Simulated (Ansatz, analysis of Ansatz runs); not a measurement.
## CsLiBr2 (P4/nmm), nudged elastic band: Zn_i hop between interstitial places (q = +2)

Aim: the barrier of one jump in CsLiBr2 (P4/nmm) at charge +2: Zn_i hop between interstitial places. The model is a cell of 32 host atoms with 1 Zn put in; Zn is the atom that moves.

Method: plane-wave PAW DFT, PBEsol; nudged elastic band between two relaxed defect structures at fixed charge in a uniform background, in Ansatz 0.2.0.

This is a report of a sequence of runs, with most program output left out.

## 1. The starting structure

The cell holds 33 atoms: 8 Cs, 8 Li, 16 Br and 1 Zn. Cell: a = 12.183 Å, b = 12.183 Å, c = 12.183 Å, α = 130.4°, β = 130.4°, γ = 72.7°. It derives from CsLiBr2 (space group P4/nmm). Nearest the centre at fractional (0.140, 0.129, 0.760): Zn33 at 1.73 Å, Br22 at 2.42 Å, Br17 at 2.42 Å, Cs5 at 2.56 Å, Cs3 at 2.78 Å, Br19 at 4.22 Å, Br21 at 4.35 Å, Br18 at 4.35 Å. The cell carries charge +2.

The cell's shortest repeat is 10.2 Å.

## 2. Relaxation of the start point, charge +2

A barrier is counted from a minimum, so both ends are relaxed first. Small random displacements break the symmetry of the ideal sites, so that the defect can distort if it gains by it. The charge of +2 is set by the electron count, and a uniform background keeps the cell neutral. A width of 0.01 eV lets levels that lie close at the Fermi energy share an electron.

A first try with fixed occupations did not converge, so this run has a small smearing.

qp2.start_smeared/input.yaml

```yaml
crystal:
  lattice:
    - [-5.10743539, 5.10743539, 9.811082]
    - [5.10743539, -5.10743539, 9.811082]
    - [5.10743539, 5.10743539, -9.811082]
  atoms:
    - { symbol: Cs, position: [0.39975685, 0.14975685, 0.25] }
    - { symbol: Cs, position: [0.39975685, 0.64975685, 0.75] }
    - { symbol: Cs, position: [0.89975685, 0.14975685, 0.75] }
    - { symbol: Cs, position: [0.89975685, 0.64975685, 0.25] }
    - { symbol: Cs, position: [0.35024315, 0.10024315, 0.75] }
    - { symbol: Cs, position: [0.35024315, 0.60024315, 0.25] }
    - { symbol: Cs, position: [0.85024315, 0.10024315, 0.25] }
    - { symbol: Cs, position: [0.85024315, 0.60024315, 0.75] }
[... 21 atom lines left out ...]
    - { symbol: Br, position: [0.25, 0.75, 0.0] }
    - { symbol: Br, position: [0.75, 0.25, 0.0] }
    - { symbol: Br, position: [0.75, 0.75, 0.5] }
    - { symbol: Zn, position: [0.25, 0.25, 0.0] }
total_charge: 2
basis:
  ecutwfc: 420
  xc_grid: 2
hamiltonian:
  xc: pbesol
kpoints:
  mp_grid: { grid: [1, 1, 1], shift: [0.25, 0.25, 0.25] }
scf:
  occupations: { method: fermi_dirac, width: 0.01 }
  max_iter: 100
output:
  forces: true
relax:
  f_tol: 0.02
  max_steps: 70
  random_displacement: { amplitude: 0.03, seed: 5249 }
```

The run is started by

```
$ ansatz run input.yaml --threads 4 --pin off --max-ram 7536MiB --backend cpu --events-out ev --progress --plain --runs-dir out
```

Run time: 25 s. Hardware: 4 threads of Intel Xeon 6975P-C (Granite Rapids), shared host; peak memory 1.5 GiB.

The steps of the relaxation:

| step | energy less that of the first step (eV) | largest force component (eV/Å) |
| --- | --- | --- |
| 1 | 0.0000 | 0.9948 |
| 2 | -1.6283 | 1.1081 |
| 3 | -2.7617 | 0.8641 |
| 4 | -3.3633 | 0.2402 |
| 5 | -3.4335 | 0.0977 |
| 6 | -3.4420 | 0.0416 |
| 7 | -3.4427 | 0.0279 |
| 8 | -3.4434 | 0.0035 |

The atoms that moved most (Å, from the sites as typed, ahead of the random displacement, the mean shift of all atoms taken out):

| atom | dx | dy | dz | length |
| --- | --- | --- | --- | --- |
| Br22 | 0.521 | 0.000 | 0.266 | 0.585 |
| Br17 | 0.000 | 0.521 | -0.266 | 0.585 |
| Br19 | -0.001 | -0.521 | -0.266 | 0.585 |
| Br21 | -0.520 | 0.001 | 0.266 | 0.585 |
| Cs1 | 0.000 | 0.311 | -0.241 | 0.393 |
| Cs5 | -0.312 | 0.000 | 0.238 | 0.392 |
| Cs3 | 0.001 | -0.309 | -0.241 | 0.392 |
| Cs6 | 0.310 | 0.000 | 0.239 | 0.392 |

The relaxed structure:

```xyz
33
Lattice="-5.1074 5.1074 9.8111 5.1074 -5.1074 9.8111 5.1074 5.1074 -9.8111" Properties=species:S:1:pos:R:3 pbc="T T T"
Cs    0.0010    2.8637    2.6953
Cs    5.1089    2.5973    2.9755
Cs    0.0014    7.3511    2.6950
Cs    0.0008    2.5100   12.7861
Cs    2.2427    5.1065   -2.7029
Cs    2.8646   -0.0009    7.1092
Cs   -2.5972    5.1067    6.8305
Cs    2.5966    5.1065    6.8303
Li    2.4766   -0.0004    0.7435
Li    7.7406   -0.0006    0.7436
Li    2.6311    5.1069    0.8421
Li    2.4788   -0.0001   10.6538
Li    5.1083    2.6317   -0.7442
Li    5.1079   -2.6327    8.9613
Li    0.0008    2.4732    9.0657
Li    5.1079    2.6300    8.9612
Br    5.1077    3.0740   -3.5667
Br    5.1070   -2.6374    6.4961
Br    0.0001    2.0322    6.2446
Br    5.1072    2.6356    6.4961
Br    2.0340    0.0001    3.5620
Br    8.1827   -0.0003    3.5614
Br    2.6359    5.1071    3.3077
Br    2.4740    0.0005   13.1193
Br    0.0010   -0.0015    0.0059
Br    5.1082    0.0003    0.0151
Br    0.0007    5.1077   -0.0028
Br    0.0011   -0.0013    9.8055
Br    2.5742    2.5321   -0.0074
Br    2.5346   -2.5752    9.8049
Br   -2.5317    2.5743    9.8033
Br    2.5332    2.5742    9.8038
Zn    0.0008   -0.0005    4.9028
```

Neighbours of Zn33 at the end:

| atom | distance (Å) |
| --- | --- |
| Br21 | 2.436 |
| Br22 | 2.436 |
| Br17 | 2.436 |
| Br19 | 2.436 |
| Cs6 | 3.615 |
| Cs3 | 3.616 |
| Cs5 | 3.616 |
| Cs1 | 3.616 |

Numbers from this step:

```
free energy                                                                                       : -93436.3640 eV
largest move from the ideal geometry of this structure, a common shift of the far atoms taken out : 0.5850 Å
```

The relaxation gained 3.443 eV and ended with a largest force component of 0.0035 eV/Å.

## 3. Relaxation of the end point, charge +2

The end point is relaxed in the same cell and settings, so that the two energies compare.

qp2.end/input.yaml

```yaml
crystal:
  lattice:
    - [-5.10743539, 5.10743539, 9.811082]
    - [5.10743539, -5.10743539, 9.811082]
    - [5.10743539, 5.10743539, -9.811082]
  atoms:
    - { symbol: Cs, position: [0.39975685, 0.14975685, 0.25] }
    - { symbol: Cs, position: [0.39975685, 0.64975685, 0.75] }
    - { symbol: Cs, position: [0.89975685, 0.14975685, 0.75] }
[... 1 atom line left out ...]
    - { symbol: Cs, position: [0.35024315, 0.10024315, 0.75] }
    - { symbol: Cs, position: [0.35024315, 0.60024315, 0.25] }
[... 6 atom lines left out ...]
    - { symbol: Li, position: [0.20805731, 0.45805731, 0.75] }
[... 3 atom lines left out ...]
    - { symbol: Br, position: [0.08191716, 0.33191716, 0.75] }
    - { symbol: Br, position: [0.08191716, 0.83191716, 0.25] }
    - { symbol: Br, position: [0.58191716, 0.33191716, 0.25] }
[... 1 atom line left out ...]
    - { symbol: Br, position: [0.16808284, 0.41808284, 0.25] }
    - { symbol: Br, position: [0.16808284, 0.91808284, 0.75] }
[... 1 atom line left out ...]
    - { symbol: Br, position: [0.66808284, 0.91808284, 0.25] }
[... 8 atom lines left out ...]
    - { symbol: Zn, position: [0.0293, 0.0085, -0.4792] }
total_charge: 2
basis:
  ecutwfc: 420
  xc_grid: 2
hamiltonian:
  xc: pbesol
kpoints:
  mp_grid: { grid: [1, 1, 1], shift: [0.25, 0.25, 0.25] }
scf:
  occupations: { method: fermi_dirac, width: 0.01 }
  max_iter: 100
output:
  forces: true
relax:
  f_tol: 0.02
  max_steps: 70
  random_displacement: { amplitude: 0.03, seed: 5249 }
```

Wall time 26 s (4 threads); peak memory 1.5 GiB; 95 s of CPU time.

Relaxation path:

| step | energy less that of the first step (eV) | largest force component (eV/Å) |
| --- | --- | --- |
| 1 | 0.0000 | 1.1193 |
| 2 | -1.5771 | 1.1704 |
| 3 | -2.6303 | 0.8497 |
| 4 | -3.2480 | 0.4514 |
| 5 | -3.3503 | 0.4438 |
| 6 | -3.3192 | 0.2006 |
| 7 | -3.3939 | 0.0278 |
| 8 | -3.3963 | 0.0124 |

Relaxation step 6 was tried and not accepted.

The atoms that moved most (Å, from the sites as typed, ahead of the random displacement, the mean shift of all atoms taken out):

| atom | dx | dy | dz | length |
| --- | --- | --- | --- | --- |
| Br24 | 0.000 | 0.531 | 0.265 | 0.594 |
| Br17 | -0.523 | 0.004 | -0.258 | 0.583 |
| Br18 | 0.522 | 0.004 | -0.259 | 0.583 |
| Br22 | 0.001 | -0.514 | 0.268 | 0.580 |
| Cs5 | -0.001 | 0.314 | 0.248 | 0.400 |
| Cs3 | 0.311 | 0.010 | -0.239 | 0.392 |
| Cs4 | -0.309 | 0.011 | -0.240 | 0.391 |
| Cs7 | -0.001 | -0.306 | 0.242 | 0.391 |

Neighbours of Zn33 at the end:

| atom | distance (Å) |
| --- | --- |
| Br22 | 2.436 |
| Br18 | 2.436 |
| Br17 | 2.436 |
| Br24 | 2.437 |
| Cs5 | 3.614 |
| Cs4 | 3.617 |
| Cs7 | 3.618 |
| Cs3 | 3.618 |

This step gave:

* free energy: -93436.3638 eV
* largest move from the ideal geometry of this structure, a common shift of the far atoms taken out: 0.5858 Å

The relaxation gained 3.396 eV and ended with a largest force component of 0.012 eV/Å. The end lies within 1 meV of the start.

## 4. Nudged elastic band, charge +2

3 movable images are laid between the ends on a pair-potential path, which keeps atoms from colliding in the first guess. Each image feels the true force across the path and a spring force along it. The highest image is set to climb to the top of the path.

This step: plane-wave PAW DFT, PBEsol; nudged elastic band between two relaxed defect structures at fixed charge in a uniform background.

qp2.neb/input.yaml

```yaml
crystal:
  lattice:
    - [-5.10743539, 5.10743539, 9.811082]
    - [5.10743539, -5.10743539, 9.811082]
    - [5.10743539, 5.10743539, -9.811082]
  atoms:
    - { symbol: Cs, position: [0.41770712, 0.13745289, 0.28044259] }
    - { symbol: Cs, position: [0.40590785, 0.65178373, 0.7544105] }
    - { symbol: Cs, position: [0.85699584, 0.13748575, 0.71979185] }
    - { symbol: Cs, position: [0.89733336, 0.65169628, 0.24580043] }
    - { symbol: Cs, position: [0.36215678, 0.08180711, 0.71945913] }
    - { symbol: Cs, position: [0.36221518, 0.64273465, 0.2803415] }
    - { symbol: Cs, position: [0.84802656, 0.09384813, 0.24567158] }
    - { symbol: Cs, position: [0.84800551, 0.60229025, 0.75411033] }
    - { symbol: Li, position: [0.03785095, 0.28033797, 0.24241201] }
    - { symbol: Li, position: [0.03784302, 0.79567629, 0.75772476] }
    - { symbol: Li, position: [0.54286452, 0.30048906, 0.75752008] }
    - { symbol: Li, position: [0.54294045, 0.78560996, 0.24265465] }
    - { symbol: Li, position: [0.21971062, 0.46215758, 0.75772032] }
    - { symbol: Li, position: [0.19896293, 0.95673259, 0.24231254] }
    - { symbol: Li, position: [0.70413672, 0.4620937, 0.24219917] }
    - { symbol: Li, position: [0.71415016, 0.9567288, 0.75750868] }
    - { symbol: Br, position: [0.11916103, 0.31825808, 0.80096184] }
    - { symbol: Br, position: [0.07286395, 0.83101825, 0.24176452] }
    - { symbol: Br, position: [0.51719025, 0.31824785, 0.19895282] }
    - { symbol: Br, position: [0.58907345, 0.83103506, 0.75799493] }
    - { symbol: Br, position: [0.18153975, 0.38065005, 0.19913571] }
    - { symbol: Br, position: [0.18146755, 0.9825614, 0.80102681] }
    - { symbol: Br, position: [0.66853467, 0.426613, 0.75800622] }
    - { symbol: Br, position: [0.6686423, 0.9107879, 0.24223718] }
    - { symbol: Br, position: [0.00015642, 0.00039691, -4.345e-05] }
    - { symbol: Br, position: [0.00079444, 0.50084317, 0.50010289] }
    - { symbol: Br, position: [0.49988131, -7.637e-05, 0.50008551] }
    - { symbol: Br, position: [0.49958425, 0.49982225, -2.514e-05] }
    - { symbol: Br, position: [0.247505, 0.25163316, 0.49989067] }
    - { symbol: Br, position: [0.24758496, 0.74781424, -0.0039695] }
    - { symbol: Br, position: [0.75161691, 0.25175408, 0.00416709] }
    - { symbol: Br, position: [0.75163833, 0.74761605, 0.49999778] }
    - { symbol: Zn, position: [0.24980469, 0.24993549, 2.359e-05] }
total_charge: 2
basis:
  ecutwfc: 420
  xc_grid: 2
hamiltonian:
  xc: pbesol
kpoints:
  mp_grid: { grid: [1, 1, 1], shift: [0.25, 0.25, 0.25] }
scf:
  occupations: { method: fermi_dirac, width: 0.01 }
  max_iter: 100
output:
  forces: true
neb:
  images: 3
  f_tol: 0.05
  climbing: true
  initial_path: idpp
  max_iterations: 45
  order_check: true
  final_atoms:
    - { symbol: Cs, position: [0.40228242, 0.15646801, 0.25527557] }
    - { symbol: Cs, position: [0.40234545, 0.64861314, 0.74737949] }
    - { symbol: Cs, position: [0.88809135, 0.16824774, 0.78200575] }
    - { symbol: Cs, position: [0.8880524, 0.60751123, 0.22134803] }
    - { symbol: Cs, position: [0.3930567, 0.11305031, 0.78118676] }
[... 1 atom line left out ...]
    - { symbol: Cs, position: [0.83208148, 0.11277472, 0.22052039] }
[... 5 atom lines left out ...]
    - { symbol: Li, position: [0.21266017, 0.45537158, 0.74363301] }
[... 3 atom lines left out ...]
    - { symbol: Br, position: [0.06862902, 0.26783414, 0.69979532] }
    - { symbol: Br, position: [0.06862776, 0.87005801, 0.3020931] }
    - { symbol: Br, position: [0.58114011, 0.33980571, 0.25867103] }
[... 1 atom line left out ...]
    - { symbol: Br, position: [0.17728835, 0.41905038, 0.25972011] }
    - { symbol: Br, position: [0.13093483, 0.93204331, 0.70032102] }
[... 1 atom line left out ...]
    - { symbol: Br, position: [0.73305723, 0.93185891, 0.30260543] }
[... 8 atom lines left out ...]
    - { symbol: Zn, position: [0.00049695, 0.00043821, -0.49865486] }
```

The job ended after 3.6 min (4 threads; peak memory 3.7 GiB).

The path, image by image:

| image | path (Å) | energy (eV) | Zn33: x, y, z (Å) |
| --- | --- | --- | --- |
| 0 | 0.000 | 0.0000 | 0.001, -0.001, 4.903 |
| 1 | 1.203 | 0.7650 | -0.676, -0.451, 5.061 |
| 2 | 2.405 | 1.6914 | -1.316, -1.232, 4.957 |
| 3 | 3.605 | 0.7690 | -2.094, -1.872, 5.059 |
| 4 | 4.805 | 0.0003 | -2.547, -2.547, 4.902 |

This step gave:

```yaml
free_energy: -93434.6726 eV
barrier_forward: 1.691 eV
barrier_backward: 1.691 eV
end_less_start: 2.60e-4 eV
hop_length: 3.602 Å
```

Track of the atom that was set to move:

| image | x (Å) | y (Å) | z (Å) | nearest neighbour | distance (Å) |
| --- | --- | --- | --- | --- | --- |
| 0 | 0.001 | -0.001 | 4.903 | Br | 2.436 |
| 1 | -0.676 | -0.451 | 5.061 | Br | 2.32 |
| 2 | -1.316 | -1.232 | 4.957 | Br | 2.217 |
| 3 | -2.094 | -1.872 | 5.059 | Br | 2.319 |
| 4 | -2.547 | -2.547 | 4.902 | Br | 2.436 |

The band met its tolerance of 0.05 eV/Å after 7 iterations, with image 2 on top (the start counts as 0). Zn33, which moves farthest between the ends, has 4 Br at 2.44 Å nearest at the start and 2 Br at 2.22 Å at the top.

## 5. Band with another choice: stiff springs

Springs set the spacing of the images; the test is whether stiffer ones move the top.

This step: plane-wave PAW DFT, PBEsol; nudged elastic band between two relaxed defect structures at fixed charge in a uniform background.

qp2.try0/input.yaml, as its differences from qp2.neb/input.yaml of step 4:

```diff
@@ -57,4 +57,5 @@
   initial_path: idpp
-  max_iterations: 45
-  order_check: true
+  max_iterations: 30
+  order_check: false
+  spring: 10.0
   final_atoms:
```

Wall time 98 s (4 threads); peak memory 3.7 GiB.

The change under test: stiff springs; step limits can differ too, as the input shows.

Images along the path:

| image | path (Å) | energy (eV) | Zn33: x, y, z (Å) |
| --- | --- | --- | --- |
| 0 | 0.000 | 0.0000 | 0.001, -0.001, 4.903 |
| 1 | 1.203 | 0.7650 | -0.676, -0.451, 5.061 |
| 2 | 2.405 | 1.6914 | -1.316, -1.232, 4.957 |
| 3 | 3.605 | 0.7690 | -2.095, -1.872, 5.059 |
| 4 | 4.805 | 0.0003 | -2.547, -2.547, 4.902 |

This step gave:

```
free energy      : -93434.6726 eV
barrier forward  : 1.691 eV
barrier backward : 1.691 eV
end less start   : 2.60e-4 eV
hop length       : 3.602 Å
```

Track of the atom that was set to move:

| image | x (Å) | y (Å) | z (Å) | nearest neighbour | distance (Å) |
| --- | --- | --- | --- | --- | --- |
| 0 | 0.001 | -0.001 | 4.903 | Br | 2.436 |
| 1 | -0.676 | -0.451 | 5.061 | Br | 2.32 |
| 2 | -1.316 | -1.232 | 4.957 | Br | 2.217 |
| 3 | -2.095 | -1.872 | 5.059 | Br | 2.319 |
| 4 | -2.547 | -2.547 | 4.902 | Br | 2.436 |

This gives 1.691 eV against the band's 1.691 eV, in 7 iterations against 7.

## 6. Band with another choice: a cutoff far too low

This step: plane-wave PAW DFT, PBEsol; nudged elastic band between two relaxed defect structures at fixed charge in a uniform background.

qp2.try1/input.yaml, as its differences from qp2.try0/input.yaml of step 5:

```diff
@@ -41,3 +41,3 @@
 basis:
-  ecutwfc: 420
+  ecutwfc: 180
   xc_grid: 2
@@ -57,5 +57,4 @@
   initial_path: idpp
-  max_iterations: 30
+  max_iterations: 15
   order_check: false
-  spring: 10.0
   final_atoms:
```

The job ended after 28 s (4 threads; peak memory 1.3 GiB).

The band ended, but on a faulty input (a cutoff far too low), so its numbers are not taken as the defect's.

Its highest image lies 1.80 eV above the start; the sound band gave 1.69 eV.

Cause: the basis is far too small for these potentials. Fix: go back to the recommended cutoff.

## 7. Results

```yaml
barrier_forward: 1.69 eV
barrier_backward: 1.69 eV
end_less_start: 0.00 eV
hop_length: 3.60 Å
band_iterations_as_the_log_counts_them: 7
```

**Reading.** The top of the band lies 1.69 eV above the start and 1.69 eV above the end, which are alike in energy and neighbours. With an assumed prefactor of 1e13 per second it gives one hop a second along this one path at about 660 K; whether such hops link up through the crystal wasn't checked. At the top Zn33 stands 2.22 Å from its nearest Br, 0.22 Å closer than at the start. No image-charge correction is applied; it largely cancels along a path if the charge stays localised alike. Keep in mind: one k-point off the zone centre stands for the whole zone; spin–orbit coupling, which can matter with heavy atoms, is left out.

[Logs are printed without paths, hosts, clocks, repeated set-up lines and the standing remarks that a program may print on its own settings, such as how far it seeks lower states.]

[Hosts, paths, dates, database ids (printed as entryN), source tags and the programs' standing remarks are cut or masked in the printed files.]
